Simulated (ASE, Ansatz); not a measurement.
# Localised basis functions on random rock-salt alloy of HfC and HfN (512 atoms)

Wanted: errors and times of a linear-scaling basis for random rock-salt alloy of HfC and HfN (512 atoms). A setting counts as converged where the r.m.s. difference of forces stays under 1 % of the r.m.s. force.

Main program and level: Ansatz 0.2.0; Kohn-Sham DFT, PBE, PAW (set soft_2), plane waves.

Report form: the programs' logs are mostly left out.

**1. Starting point**

The cell holds 512 atoms: 256 Hf, 160 C and 96 N. Cell: a = 18.388 Å, b = 18.388 Å, c = 18.388 Å, α = 90.0°, β = 90.0°, γ = 90.0°. It derives from HfC (rock-salt) and HfN, repeated 4×4×4. Rock-salt HfC, 4 x 4 x 4 conventional cells, 96 of 256 C sites given to N at random (x = 0.375), lattice by Vegard's rule (a = 4.597 Å); not relaxed, displaced by a Gaussian of 0.02 Å.

Limits known from the start: The host structure and its lattice constant were typed by rule, without a check against the phase diagram. Only the Γ point is sampled, in a cell whose shortest periodic width is 18 Å. Spin–orbit coupling is left out, which matters for the levels of the heavy elements.

**2. Plane-wave single point**

This run is the reference for what follows, at a cutoff of 420 eV.

Input file input.yaml:

```yaml
crystal:
  lattice:
    - [18.3876, 0.0, 0.0]
    - [0.0, 18.3876, 0.0]
    - [0.0, 0.0, 18.3876]
  atoms:
    - { symbol: Hf, position: [0.99962, 0.99975, 0.99988] }
    - { symbol: C, position: [0.12429, 0.0015, 0.99911] }
    - { symbol: Hf, position: [0.99899, 0.12461, 0.12431] }
    - { symbol: "N", position: [0.12386, 0.12537, 0.12375] }
    - { symbol: Hf, position: [0.12486, 0.00058, 0.12392] }
    - { symbol: "N", position: [0.99985, 0.00028, 0.12746] }
    - { symbol: Hf, position: [0.12421, 0.12474, 0.00043] }
    - { symbol: C, position: [4.0e-05, 0.12538, 0.00088] }
    - { symbol: Hf, position: [0.00072, 0.00114, 0.2494] }
    - { symbol: "N", position: [0.12629, 0.99984, 0.25048] }
    - { symbol: Hf, position: [7.0e-05, 0.12549, 0.37307] }
    - { symbol: C, position: [0.12202, 0.12402, 0.37435] }
    - { symbol: Hf, position: [0.12697, 0.00017, 0.37403] }
    - { symbol: C, position: [0.00072, 0.0002, 0.3746] }
    - { symbol: Hf, position: [0.12557, 0.12417, 0.24961] }
    - { symbol: "N", position: [0.00072, 0.12454, 0.24931] }
    - { symbol: Hf, position: [0.99988, 0.99767, 0.50195] }
    - { symbol: C, position: [0.1258, 0.00067, 0.50149] }
    - { symbol: Hf, position: [0.00049, 0.12489, 0.62389] }
    - { symbol: C, position: [0.12284, 0.12625, 0.62315] }
    - { symbol: Hf, position: [0.12503, 0.99813, 0.6243] }
    - { symbol: C, position: [0.00157, 0.99847, 0.62479] }
    - { symbol: Hf, position: [0.12554, 0.12641, 0.50208] }
    - { symbol: C, position: [0.99843, 0.12375, 0.50059] }
    - { symbol: Hf, position: [0.00056, 0.99971, 0.75152] }
    - { symbol: C, position: [0.12525, 0.99992, 0.75056] }
    - { symbol: Hf, position: [0.9992, 0.12373, 0.87539] }
    - { symbol: "N", position: [0.12367, 0.12589, 0.87549] }
    - { symbol: Hf, position: [0.12345, 0.99935, 0.87671] }
    - { symbol: "N", position: [0.00094, 0.99966, 0.87439] }
    - { symbol: Hf, position: [0.12436, 0.12652, 0.75019] }
    - { symbol: C, position: [0.99763, 0.12576, 0.75175] }
    [... 474 atom lines left out ...]
    - { symbol: Hf, position: [0.74943, 0.87446, 0.8739] }
    - { symbol: C, position: [0.87502, 0.87439, 0.87433] }
    - { symbol: Hf, position: [0.87451, 0.74995, 0.87268] }
    - { symbol: C, position: [0.75058, 0.74958, 0.87688] }
    - { symbol: Hf, position: [0.87498, 0.87557, 0.74842] }
    - { symbol: "N", position: [0.74884, 0.87711, 0.74994] }
kpoints:
  mp_grid: { grid: [1, 1, 1] }
hamiltonian:
  xc: pbe
scf:
  occupations: { method: fermi_dirac, width: 0.025 }
output:
  forces: true
  stress: true
  populations: true
  dos:
    method: { smearing: { sigma: 0.1 } }
    de: 0.1
    projected: { site_lists: { C: [C], Hf: [Hf], "N": ["N"] } }
  eigenvalues: true
  write_density: true
  write_potential: true
  volumetric_format: npy
  elf: true
```

On the command line:

```console
ansatz run input.yaml --threads 32 --pin off --max-ram 143360MiB --backend cuda --events-out ev --progress --plain --runs-dir out
```

Run time: 33 s. Hardware: 1 × NVIDIA GB200 with 32 threads of Arm Neoverse V2, shared host; peak memory 7.3 GiB; 75 s of CPU time.

That memory is the host's; the program planned up to 54.7 GiB on the GPU. Forces of this run were stored rounded, and per-atom blocks of the log weren't kept.

The run gave:

```
free energy                             : -4102310.2865 eV
free energy per atom                    : -8012.3248 eV/atom
SCF cycles                              : 13
pressure                                : 3.332 GPa
r.m.s. force component                  : 0.4049 eV/Å
longest force                           : 1.563 eV/Å
Fermi energy                            : 21.88 eV
levels partly filled by over 2 per cent : 15
spilling of the projection              : 0.00151
```

The r.m.s. force component of 0.40 eV/Å sets the scale for the differences below.

**3. Support functions low**

The cell is solved in localised support functions. The level low gives here a grid of 90×90×90 points and a radius of 3.58 Å.

This step: Kohn-Sham DFT, PBE, PAW (set soft_2), localised support functions (low) (Ansatz 0.2.0).

input.yaml, the sections that differ from step 2:

```yaml
scf:
  occupations: { method: fermi_dirac, width: 0.025 }
  eigensolver: { kind: { support_functions: { accuracy: low } } }
  max_iter: 150
output:
  forces: true
  eigenvalues: true
# crystal, kpoints, hamiltonian: as in step 2
```

It took 32 s on 1 × NVIDIA GB200 with 32 threads; peak memory 2.5 GiB.

That memory is the host's; the program planned up to 21.5 GiB on the GPU.

The program notes that the band table was not solved further than the SCF left it and it switched symmetry off.

Keys that differ from the reference: support_functions.accuracy = "low" and scf.max_iter = 150.

Forces differ from the reference by 1.2 meV/Å r.m.s., 0.30 % of their size, well within a tolerance of 1 %; the energy by -2.9 meV/atom.

**4. Support functions medium**

The level medium is asked for. Here it resolves to the same grid and radius as in the run with support functions low, so the basis is not new.

This step: Kohn-Sham DFT, PBE, PAW (set soft_2), localised support functions (medium) (Ansatz 0.2.0).

input.yaml, the sections that differ from step 3:

```yaml
scf:
  occupations: { method: fermi_dirac, width: 0.025 }
  eigensolver: { kind: { support_functions: { accuracy: medium } } }
  max_iter: 150
# crystal, kpoints, hamiltonian, output: as in step 3
```

Elapsed: 36 s, on 1 × NVIDIA GB200 with 32 threads; peak memory 2.5 GiB; 69 s of CPU time.

That memory is the host's; the program planned up to 21.5 GiB on the GPU.

Keys that differ from the reference: support_functions.accuracy = "medium" and scf.max_iter = 150.

Forces differ from the reference by 1.1 meV/Å r.m.s., 0.28 % of their size, well within a tolerance of 1 %; the energy by -2.9 meV/atom.

**5. Support functions medium, radius 2.87 Å**

The radius confines each support function; a larger one gives more freedom and more work per atom.

input.yaml, the sections that differ from step 4:

```yaml
scf:
  occupations: { method: fermi_dirac, width: 0.025 }
  eigensolver: { kind: { support_functions: { accuracy: medium, radius: 2.87 } } }
  max_iter: 150
# crystal, kpoints, hamiltonian, output: as in step 4
```

It took 1.4 s on 1 × NVIDIA GB200 with 32 threads; peak memory 0.9 GiB.

That memory is the host's; the program planned up to 1.5 GiB on the GPU.

The program refuses radii under 3.41 Å for these atoms at this level.

Runs without a result: support functions medium, radius 2.87 Å (error).

**6. All settings compared**

Each row is set against the plane-wave reference (Kohn-Sham DFT, PBE, PAW (set soft_2), plane waves; r.m.s. force component 0.405 eV/Å). Energies are set beside the reference only for runs with its functional, potentials and electron count. Times are for 1 × NVIDIA GB200 with 32 threads of Arm Neoverse V2, shared host. The reference's time includes the DOS, ELF, the stress and grids, which some other runs skip.

```csv
run,"Δ force, r.m.s. (meV/Å)",share of r.m.s. force (%),Δ energy (meV/atom),cycles,time,host memory (GiB),planned on the GPU (GiB)
reference,-,-,-,13,33 s,7.3,55
support functions low,1.20,0.297,-2.92,15,32 s,2.5,22
support functions medium,1.13,0.279,-2.92,18,36 s,2.5,22
```

**7. What the reference run shows**

With the settings judged, the reference run is read for its physics.

Length of the force by element:

```csv
element,coordination,atoms,mean length of the force (eV/Å),spread,least,most
C,all,160,0.652,0.230,0.142,1.47
Hf,all,256,0.696,0.287,0.148,1.56
N,all,96,0.516,0.214,0.0342,0.92
```

Löwdin charges by element (they lack the spilled electrons, 0.023 e an atom on average):

```csv
element,coordination,atoms,mean charge (e),spread,least,most
C,all,160,-0.748,0.0097,-0.771,-0.724
Hf,all,256,0.772,0.0231,0.716,0.847
N,all,96,-0.691,0.0081,-0.722,-0.674
```

Charge against the make-up of the first shell:

```csv
C neighbours of Hf,atoms,mean charge (e)
1,8,0.825
2,32,0.795
3,59,0.783
4,92,0.771
5,47,0.752
6,18,0.732
```

States in the cell by windows of 1 eV, zero at the Fermi level; some projections on atomic orbitals stand beside the total:

```csv
from (eV),to (eV),total,Hf d,C p,N p
-10,-9,42.3,8.3,0.4,0.3
-9,-8,0.0,0.0,0.0,0.0
-8,-7,33.8,12.1,4.2,11.9
-7,-6,157.8,50.6,21.3,62.2
-6,-5,254.5,72.0,39.3,114.4
-5,-4,336.0,105.4,75.7,133.8
-4,-3,453.7,182.4,212.4,36.0
-3,-2,230.2,100.8,110.5,10.3
-2,-1,94.0,31.7,46.7,12.2
-1,0,76.3,42.8,20.4,10.8
0,1,170.9,119.5,30.0,12.2
1,2,116.9,86.6,14.0,8.6
2,3,284.6,218.2,28.5,20.1
3,4,323.6,248.9,26.8,14.8
```

Between -26 and -10 eV lie 4052 more states.

The stored curve holds about 5731 of the 7776 electrons; the rest, give or take the few that broadening carries across the Fermi level, lie in deeper levels below its range.

Not all projections were asked for or kept, so they needn't add up to the total.

The levels nearest the highest filled one (over half full), pooled over k-points and spins:

```csv
level less the highest filled one (eV),occupation
-0.0551,1.82
-0.0427,1.71
-0.0185,1.39
-0.0157,1.34
-0.011,1.26
0,1.04
0.0236,0.596
0.0338,0.439
0.0427,0.33
0.0484,0.272
0.0766,0.097
0.0975,0.043
```

Mean Löwdin charges: C -0.75, Hf +0.77, N -0.69 e. The charge on Hf changes by -0.016 e for each C neighbour that takes the place of another kind, on average. Within 0.4 eV of the Fermi level the largest share is Hf d (63 % of the projected weight).

**8. Local order**

Bonds and neighbours are counted at the geometry of the runs.

Density 13.1 g/cm³, 12.14 Å³ an atom.

Pair distribution functions g(r), in bins of 0.2 Å:

```csv
r (Å),total,Hf-Hf,Hf-C,Hf-N,C-C,C-N,N-N
2.20,2.92,0.00,5.70,6.05,0.00,0.00,0.00
2.40,2.56,0.00,5.25,4.92,0.00,0.00,0.00
2.60,0.00,0.00,0.00,0.00,0.00,0.00,0.00
2.80,0.00,0.00,0.00,0.00,0.00,0.00,0.00
3.00,0.00,0.00,0.00,0.00,0.00,0.00,0.00
3.20,5.22,10.48,0.00,0.00,10.48,10.50,10.29
3.40,0.25,0.51,0.00,0.00,0.49,0.44,0.73
3.60,0.00,0.00,0.00,0.00,0.00,0.00,0.00
3.80,0.01,0.00,0.01,0.02,0.00,0.00,0.00
4.00,2.43,0.00,4.87,4.85,0.00,0.00,0.00
4.20,0.00,0.00,0.00,0.00,0.00,0.00,0.00
4.40,0.00,0.00,0.00,0.00,0.00,0.00,0.00
4.60,1.37,2.75,0.00,0.00,2.73,2.75,2.72
4.80,0.00,0.00,0.00,0.00,0.00,0.00,0.00
5.00,0.37,0.00,0.76,0.73,0.00,0.00,0.00
5.20,4.02,0.00,8.03,8.07,0.00,0.00,0.00
5.40,0.00,0.00,0.00,0.00,0.01,0.00,0.00
5.60,3.63,7.27,0.00,0.00,7.21,7.38,7.07
5.80,0.02,0.05,0.00,0.00,0.05,0.05,0.05
6.00,0.00,0.00,0.00,0.00,0.00,0.00,0.00
6.20,0.00,0.00,0.00,0.00,0.00,0.00,0.00
6.40,0.68,1.36,0.00,0.00,1.35,1.34,1.34
6.60,0.70,1.38,0.00,0.00,1.35,1.48,1.27
6.80,1.72,0.00,3.39,3.50,0.00,0.00,0.00
7.00,1.33,0.00,2.70,2.59,0.00,0.00,0.00
7.20,1.89,3.80,0.00,0.00,3.80,3.75,3.75
7.40,0.30,0.59,0.00,0.00,0.58,0.65,0.63
7.60,1.99,0.00,3.98,3.98,0.00,0.00,0.00
```

Bonds by pair of elements; cutoffs follow the first minimum of g(r), held within bounds set by covalent radii, and pairs that aren't listed don't count as bonded (cutoffs were set anew for this text, so counts can differ from the run's own analysis):

```csv
pair A-B,cutoff (Å),bonds,mean length (Å),spread (Å),shortest (Å),B about A,A about B
Hf-C,2.73,960,2.30,0.028,2.22,3.75,6
Hf-N,2.73,576,2.30,0.028,2.21,2.25,6
```

How many atoms have how many bonded neighbours:

```csv
element,mean,6
C,6,160
Hf,6,256
N,6,96
```

By these cutoffs all C atoms have 6, all Hf atoms have 6 and all N atoms have 6 bonded neighbours.

A closer look about Hf409, which bears the longest force: 10 atoms, nearest first, numbered in the order of the input, with positions taken from that point.

```csv
atom,x,y,z,distance (Å),bonds,Löwdin charge (e),Fx,Fy,Fz (eV/Å)
Hf409,0.00,0.00,0.00,0.00,6,0.76,-0.59,1.07,-0.98
N512,-0.05,-2.23,-0.04,2.24,6,-0.69,0.45,-0.75,-0.25
C410,2.26,0.02,-0.03,2.26,6,-0.75,0.07,0.02,0.38
N414,0.00,-0.01,2.27,2.27,6,-0.69,-0.24,0.44,0.00
C282,-2.31,0.06,-0.05,2.31,6,-0.74,-0.06,-0.57,0.63
C416,-0.05,2.33,-0.04,2.33,6,-0.76,0.53,0.24,0.47
C406,-0.02,0.04,-2.36,2.36,6,-0.74,-0.04,-0.64,0.57
Hf507,-0.04,-2.28,2.24,3.20,6,0.78,0.59,-0.26,0.83
Hf413,2.25,0.01,2.27,3.20,6,0.80,0.25,-0.08,-0.37
Hf511,2.27,-2.26,-0.07,3.21,6,0.78,0.54,0.28,0.78
```

The column of bonds counts only the pairs Hf-C within 2.73 Å, Hf-N within 2.73 Å; other neighbours, such as metal atoms beside each other in a compound, aren't counted, and periodic images can show an atom twice.

**9. Summary of results**

```
free energy per atom        : -8012.3248 eV/atom
density                     : 13.08 g/cm³
pressure                    : 3.332 GPa
r.m.s. force component      : 0.4049 eV/Å
wall time of the 3 DFT runs : 1.7 min
```

**Reading.** Against plane waves at 420 eV, the forces differ by 1.1 meV/Å (0.28 %) with support functions medium. Differences between support functions and plane waves include what basis error the plane-wave run still has.

15 levels are partly filled, by over 2 % (at Γ alone): no clear gap opens at this level. By these cutoffs all C atoms have 6, all Hf atoms have 6 and all N atoms have 6 bonded neighbours.

Caveats: The geometry was built by rule, was displaced at random and isn't relaxed at this level: its force components are 0.40 eV/Å r.m.s. The pressure of 3.3 GPa belongs to a cell and atoms that aren't relaxed at this level.

[Logs are printed without paths, hosts, clocks, repeated set-up lines and the standing remarks that a program may print on its own settings, such as how far it seeks lower states.]

[Hosts, paths, dates, database ids (printed as entryN), source tags and the programs' standing remarks are cut or masked in the printed files.]
